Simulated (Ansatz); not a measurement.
**LaBPd3 (Pm-3m): relaxing the cell for a phonon run**

Aim: bring LaBPd3 (Pm-3m) to small forces and stress, as phonons need.

Main program and level: Ansatz 0.2.0; DFT PBEsol, scalar-relativistic, plane waves, PAW; PAW set soft_1.

**1. The starting structure**

The structure is cubic, space group Pm-3m (No. 221). The conventional cell has a = 4.229 Å, b = 4.229 Å, c = 4.229 Å, α = 90.00°, β = 90.00°, γ = 90.00°. La has 12 Pd at 2.99 Å and 8 B at 3.66 Å nearest. B has 6 Pd at 2.11 Å and 8 La at 3.66 Å nearest. Pd has 2 B at 2.11 Å and 8 Pd at 2.99 Å and 4 La at 2.99 Å nearest. Farther neighbours are not listed.

**2. Probe on a coarse mesh**

A quick single point on a coarse mesh tells whether the cell has a gap and how far it is from rest, which sets the k mesh and smearing that follow.

The input, input.yaml:

```yaml
crystal:
  lattice:
    - [4.229, 0.0, 0.0]
    - [0.0, 4.229, 0.0]
    - [0.0, 0.0, 4.229]
  atoms:
    - { symbol: La, position: [0.0, 0.0, 0.0] }
    - { symbol: B, position: [0.5, 0.5, 0.5] }
    - { symbol: Pd, position: [0.0, 0.5, 0.5] }
    - { symbol: Pd, position: [0.5, 0.0, 0.5] }
    - { symbol: Pd, position: [0.5, 0.5, 0.0] }
kpoints:
  mp_grid: { grid: [4, 4, 4] }
hamiltonian:
  xc: pbesol
  pseudopotentials: { kind: paw, azcp: { folder: soft_1 }, xc_functional: pbe }
scf:
  occupations: { method: gaussian, width: 0.1 }
output:
  forces: true
  stress: true
  eigenvalues: true
```

Started as:

```bash
$ ansatz run input.yaml --threads 4 --pin off --max-ram 10240MiB --backend cpu --events-out ev --progress --plain --runs-dir out
```

Numbers of over 12 decimals in the logs are rounded to 6 here.

Output:

```text
Engine: ansatz 0.2.0, aarch64-unknown-linux-gnu
Pseudopotentials: kind: paw
Pseudopotential: La, paw, valence charge 11, recommended cutoff 420 eV (normal), soft_1/La.paw.azcp
Pseudopotential: B, paw, valence charge 3, recommended cutoff 420 eV (normal), soft_1/B.paw.azcp
Pseudopotential: Pd, paw, valence charge 18, recommended cutoff 420 eV (normal), soft_1/Pd.paw.azcp
Functional definition: PBEsol
[...]
k-point 0: bands = [... 30 lower, 16.8708, 16.8708, 17.1378, 17.1378, 17.1378, 20.7056, 20.7056, 20.9336, ... 2 higher]
  k-point 1: bands = [... 30 lower, 16.4252, 16.6719, 16.8717, 18.4834, 18.4834, 20.5460, 20.8624, 20.9618, ... 2 higher]
  k-point 2: bands = [... 30 lower, 15.9822, 16.0759, 16.8725, 18.8864, 18.8864, 20.3456, 20.8023, 21.1715, ... 2 higher]
  k-point 9: bands = [... 30 lower, 16.6957, 16.6957, 18.9141, 18.9141, 18.9141, 20.3254, 20.3254, 20.3254, ... 2 higher]
[key lines of the parts left out:]
SCF converged after 13 iterations
Free energy (F): -27036.722854 eV
Fermi energy:    18.701503 eV
P = ⅓ Tr σ = 14.4446 GPa (144.446 kbar)
```

Wall time 1.2 s (4 threads of Arm Neoverse V1, shared host); peak memory 0.38 GiB; 4 s of CPU time.

Numbers from this step:

| Item | Value |
| --- | --- |
| pressure | 14.44 GPa |
| volume per atom | 15.13 Å³ |
| gap on the k-mesh | 0 eV |

The coarse mesh shows no gap and a pressure of 14.4 GPa.

**3. Coarse relaxation**

A rough relaxation comes first, because large forces or stress need no tight tolerances yet.

input.yaml, as its differences from that of step 2:

```diff
@@ -12,3 +12,3 @@
 kpoints:
-  mp_grid: { grid: [4, 4, 4] }
+  mp_grid: { grid: [6, 6, 6] }
 hamiltonian:
@@ -22 +22,6 @@
   eigenvalues: true
+relax:
+  adjacent_minimum: "off"
+  f_tol: 0.05
+  max_steps: 80
+  cell: { stress_tol: 0.5 }
```

Output:

```text
[...]
Crystal: 5 atoms, lattice volume = 75.633 Å³
Basis set: ecut = 420 eV, 1419 PW (Γ), exchange–correlation on 60×60×60 points (8 copies of the dense FFT grid, shifted against one another)
Bands: 41, of which v1, the nominal top of the filled ones, is band 34 counted from 1 (33 counted from 0)
Symmetry: 48 space group operations
[...]
k-points: 20 of 216
[...]
F+E_penalty+E_count = -27037.01187310 eV   max|allowed force component| = 2.030e-29 eV/Å   (the final SCF, on the basis selected at the relaxed cell)
  cell:  # Å, volume = 82.1564 Å³
    - [4.347242, 0, 0]
    - [0, 4.347242, 0]
    - [0, 0, 4.347242]
  atoms:
    - { symbol: La, position: [0, 0, 0] }
    - { symbol: B, position: [0.5, 0.5, 0.5] }
    - { symbol: Pd, position: [0, 0.5, 0.5] }
    - { symbol: Pd, position: [0.5, 0, 0.5] }
    - { symbol: Pd, position: [0.5, 0.5, 0] }
[key lines of the parts left out:]
SCF converged after 6 iterations
Free energy (F): -27037.011873 eV
Fermi energy:    16.896888 eV
P = ⅓ Tr σ = 0.0631 GPa (0.631 kbar)
```

Elapsed: 7.3 s, on 4 threads; peak memory 0.44 GiB; 26 s of CPU time.

The steps of the relaxation:

| step | energy less that of the first step (eV) | largest force component (eV/Å) | pressure (GPa) | volume (Å³) |
| --- | --- | --- | --- | --- |
| 1 | 0.0000 | 0.0000 | 14.58 | 75.63 |
| 2 | -0.2225 | 0.0000 | -4.99 | 85.32 |
| 3 | -0.2727 | 0.0000 | -0.76 | 82.62 |
| 4 | -0.2739 | 0.0000 | 0.05 | 82.16 |
| 5* | -0.2760 | 0.0000 | 0.06 | 82.16 |

Relaxation steps marked * repeat the geometry before them on a plane-wave basis chosen anew for their cell, so energy and pressure can jump there.

Forces are held to the 48 operations that the run works with; a distortion that breaks them can't arise in this run.

```csv
"conventional cell, symmetrised",before,after,change
a (Å),4.229,4.347,+2.8 %
b (Å),4.229,4.347,+2.8 %
c (Å),4.229,4.347,+2.8 %
volume (Å³/atom),15.13,16.43,+8.6 %
```

Final coordinates:

```xyz
5
Lattice="4.3472 0.0000 0.0000 0.0000 4.3472 0.0000 0.0000 0.0000 4.3472" Properties=species:S:1:pos:R:3 pbc="T T T"
La    0.0000    0.0000    0.0000
B     2.1736    2.1736    2.1736
Pd    0.0000    2.1736    2.1736
Pd    2.1736    0.0000    2.1736
Pd    2.1736    2.1736    0.0000
```

Numbers from this step:

```
pressure        : 0.06312 GPa
volume per atom : 16.43 Å³
```

In this step the volume went from 15.13 to 16.43 Å³/atom.

**4. Bringing the structure to rest**

The cell and atoms are relaxed, since residual forces and stress would shift the frequencies.

input.yaml, the sections that differ from step 3:

```yaml
crystal:
  lattice:
    - [4.3472421779, 0.0, 0.0]
    - [0.0, 4.3472421779, 0.0]
    - [0.0, 0.0, 4.3472421779]
  atoms:
    - { symbol: La, position: [0.0, 0.0, 0.0] }
    - { symbol: B, position: [0.5, 0.5, 0.5] }
    - { symbol: Pd, position: [0.0, 0.5, 0.5] }
    - { symbol: Pd, position: [0.5, 0.0, 0.5] }
    - { symbol: Pd, position: [0.5, 0.5, 0.0] }
kpoints:
  mp_grid: { grid: [8, 8, 8] }
relax:
  adjacent_minimum: "off"
  f_tol: 0.005
  max_steps: 80
  cell: { stress_tol: 0.05 }
# hamiltonian, scf, output: as in step 3
```

Output:

```text
[...]
Crystal: 5 atoms, lattice volume = 82.156 Å³
Basis set: ecut = 420 eV, 1575 PW (Γ), exchange–correlation on 60×60×60 points (8 copies of the dense FFT grid, shifted against one another)
Bands: 41, of which v1, the nominal top of the filled ones, is band 34 counted from 1 (33 counted from 0)
[... 1 set-up line as in the run before ...]
[...]
k-points: 35 of 512
[...]
SCF iter   1: F=—  HF=-27080.305189 eV  |F-HF|=—  |Δ(HF+E_count)|=         —  Δρ=1.11e0  dr2=1.74e3  ethr=3.10e-3  ⟨swp⟩=4.5  Hψ=4322  notcnv=0
[...]
SCF iter  12: F=-27037.011814 eV  HF=-27037.011814 eV  |F-HF|=3.18e-9  |Δ(HF+E_count)|=   2.20e-8  Δρ=2.64e-6  dr2=5.23e-9  ethr=1.47e-10  ⟨swp⟩=12.0  Hψ=7680  notcnv=0
SCF 1 converged in 12 iterations: F = -27037.011814 eV  dr2 = 5.23e-9
[...]
relax step   1: F+E_penalty+E_count = -27037.01181400 eV  Δ(F+E_penalty+E_count) = +0.000e0 eV  max|allowed force component| = 3.424e-29 eV/Å  Δτ_max = 0.0000 Å  P = +0.075 GPa  Ω = 82.156 Å³  (12 SCF iters, dr2 threshold 1.00e-7 eV, accepted)
Crystal: 5 atoms, lattice volume = 82.222 Å³
[...]
SCF iter   6: F=-27037.011803 eV  HF=-27037.011803 eV  |F-HF|=1.82e-11  |Δ(HF+E_count)|=  2.00e-10  Δρ=1.81e-7  dr2=2.67e-11  ethr=1.89e-12  ⟨swp⟩=2.6  Hψ=4831  notcnv=0
SCF 2 converged in 6 iterations: F = -27037.011803 eV  dr2 = 2.67e-11
[...]
relax step   2: F+E_penalty+E_count = -27037.01180290 eV  Δ(F+E_penalty+E_count) = +1.110e-5 eV  max|allowed force component| = 5.732e-30 eV/Å  Δτ_max = 0.0000 Å  P = -0.041 GPa  Ω = 82.222 Å³  energy of the carried Pulay correction = -1.805e-5 eV  (6 SCF iters, dr2 threshold 1.41e-8 eV, accepted)
[...]
SCF iter   1: F=—  HF=-27037.011763 eV  |F-HF|=—  |Δ(HF+E_count)|=         —  Δρ=1.78e-6  dr2=1.29e-9  ethr=2.72e-8  ⟨swp⟩=4.2  Hψ=9431  notcnv=0
eigensolver tolerance schedule: the retry pair's looser diagonalisation over-reported the residual by 14383.11 of it (diagonalisation noise at 0.14 of the residual, at the tolerance the schedule requests for it); recorded, not acted on — ethr = c·dr2/N_el stays at c = 1.0e-1
[...]
SCF iter   2: F=—  HF=-27037.011823 eV  |F-HF|=—  |Δ(HF+E_count)|=   5.94e-5  Δρ=9.84e-7  dr2=2.60e-10  ethr=1.89e-12  ⟨swp⟩=3.5  Hψ=3829  notcnv=0
[...]
SCF iter   8: F=-27037.011823 eV  HF=-27037.011823 eV  |F-HF|=3.64e-12  |Δ(HF+E_count)|=  7.28e-12  Δρ=4.41e-10  dr2=4.94e-17  ethr=1.00e-12  ⟨swp⟩=2.2  Hψ=3482  notcnv=0
SCF 3 converged in 8 iterations: F = -27037.011823 eV  dr2 = 4.94e-17
relax step   3: F+E_penalty+E_count = -27037.01182254 eV  Δ(F+E_penalty+E_count) = -1.964e-5 eV  max|allowed force component| = 5.259e-30 eV/Å  Δτ_max = 0.0000 Å  P = -0.041 GPa  Ω = 82.222 Å³  stress off target by 4.13e-2 GPa  SCF on the basis re-selected at this cell (its energy is not comparable with the rows above)  (8 SCF iters)
[...]
SCF converged after 8 iterations
Free energy (F): -27037.011823 eV
[...]
Internal energy: -27036.991845 eV  (E = F + TS)
E sigma→0 (E₀):  -27037.001834 eV
Entropy (-TS):   -0.019978 eV (-3.996 meV/atom)
Fermi energy:    16.891317 eV
[...]
--- Stress (GPa, compression-positive) ---
       -0.041318      -0.000000      -0.000000
       -0.000000      -0.041318       0.000000
       -0.000000      -0.000000      -0.041318
  P = ⅓ Tr σ = -0.0413 GPa (-0.413 kbar)
--- Band table (eV; the first three rows and the last of 35) ---
  k-point 0: bands = [... 30 lower, 15.1580, 15.1580, 15.5055, 15.5055, 15.5055, 18.6781, 18.6781, 18.8744, ... 3 higher]
  k-point 1: bands = [... 30 lower, 14.9855, 15.1582, 15.3474, 16.0854, 16.0854, 18.6487, 18.8547, 18.8787, ... 3 higher]
  k-point 2: bands = [... 30 lower, 14.7714, 14.9598, 15.1587, 16.6906, 16.6906, 18.5661, 18.8069, 18.9057, ... 3 higher]
  k-point 34: bands = [... 30 lower, 15.0048, 15.0048, 17.0026, 17.0026, 17.0026, 18.3109, 18.3109, 18.3109, ... 3 higher]
--- Relaxed structure (2 steps of the walk, 2 accepted, 1 SCFs on fresh bases) ---
[...]
cell:  # Å, volume = 82.2225 Å³
    - [4.348407, 0, 0]
    - [0, 4.348407, 0]
    - [0, 0, 4.348407]
  atoms:
    - { symbol: La, position: [0, 0, 0] }
    - { symbol: B, position: [0.5, 0.5, 0.5] }
    - { symbol: Pd, position: [0, 0.5, 0.5] }
    - { symbol: Pd, position: [0.5, 0, 0.5] }
    - { symbol: Pd, position: [0.5, 0.5, 0] }
```

It took 7.1 s on 4 threads; peak memory 0.47 GiB; 27 s of CPU time.

Little changed from the start: no atom moved by 0.005 Å and no cell edge by 0.1 %.

This step gave:

```
pressure        : -0.04132 GPa
volume per atom : 16.44 Å³
```

In this step the volume went from 16.43 to 16.44 Å³/atom.

**5. Tight relaxation**

Phonons need a cell at rest on their own settings, so the relaxation is repeated with tight tolerances on forces and stress on the k mesh and occupations of the first response run.

input.yaml, the sections that differ from step 4:

```yaml
crystal:
  lattice:
    - [4.3484071097, 0.0, 0.0]
    - [0.0, 4.3484071097, 0.0]
    - [0.0, 0.0, 4.3484071097]
  atoms:
    - { symbol: La, position: [0.0, 0.0, 0.0] }
    - { symbol: B, position: [0.5, 0.5, 0.5] }
    - { symbol: Pd, position: [0.0, 0.5, 0.5] }
    - { symbol: Pd, position: [0.5, 0.0, 0.5] }
    - { symbol: Pd, position: [0.5, 0.5, 0.0] }
scf:
  occupations: { method: methfessel_paxton, width: 0.2 }
relax:
  adjacent_minimum: "off"
  f_tol: 0.001
  max_steps: 60
  cell: { stress_tol: 0.01 }
# kpoints, hamiltonian, output: as in step 4
```

Output:

```text
[...]
Crystal: 5 atoms, lattice volume = 82.222 Å³
Basis set: ecut = 420 eV, 1575 PW (Γ), exchange–correlation on 60×60×60 points (8 copies of the dense FFT grid, shifted against one another)
Bands: 41, of which v1, the nominal top of the filled ones, is band 34 counted from 1 (33 counted from 0)
[... 1 set-up line as in the run before ...]
[...]
k-points: 35 of 512
[...]
--- Relaxed structure (3 steps of the walk, 3 accepted, 1 SCFs on fresh bases) ---
[...]
cell:  # Å, volume = 82.1929 Å³
    - [4.347886, 0, 0]
    - [0, 4.347886, 0]
    - [0, 0, 4.347886]
  atoms:
    - { symbol: La, position: [0, 0, 0] }
    - { symbol: B, position: [0.500000, 0.500000, 0.500000] }
    - { symbol: Pd, position: [0, 0.500000, 0.500000] }
    - { symbol: Pd, position: [0.500000, 0, 0.500000] }
    - { symbol: Pd, position: [0.500000, 0.500000, 0] }
[key lines of the parts left out:]
SCF converged after 5 iterations
Free energy (F): -27037.001196 eV
Fermi energy:    16.894738 eV
P = ⅓ Tr σ = 0.0000 GPa (0.000 kbar)
```

Elapsed: 8.7 s, on 4 threads; peak memory 0.49 GiB.

Little changed from the start: no atom moved by 0.005 Å and no cell edge by 0.1 %.

Numbers from this step:

* pressure: 1.20e-5 GPa

The forces vanish by symmetry and the pressure is 0.000 GPa, within the tolerances set. The cell now holds 16.44 Å³/atom.

**6. Outcome**

```
space group after relaxation (within 0.01 Å) : Pm-3m
lattice constant a                           : 4.348 Å
lattice constant b                           : 4.348 Å
lattice constant c                           : 4.348 Å
volume per atom                              : 16.4 Å³
```

The forces vanish by symmetry and the pressure is 0.000 GPa, within the tolerances set. The cell now holds 16.44 Å³/atom. The relaxation keeps the symmetry of its start, so it says nothing on stability against lower symmetry. Spin-orbit coupling is left out, which can matter for the heavy elements here. The PAW files were made for PBE and serve the other functionals too.

[Logs are printed without paths, hosts, clocks, repeated set-up lines and the standing remarks that a program may print on its own settings, such as how far it seeks lower states.]

[Hosts, paths, dates, database ids (printed as entryN), source tags and the programs' standing remarks are cut or masked in the printed files.]
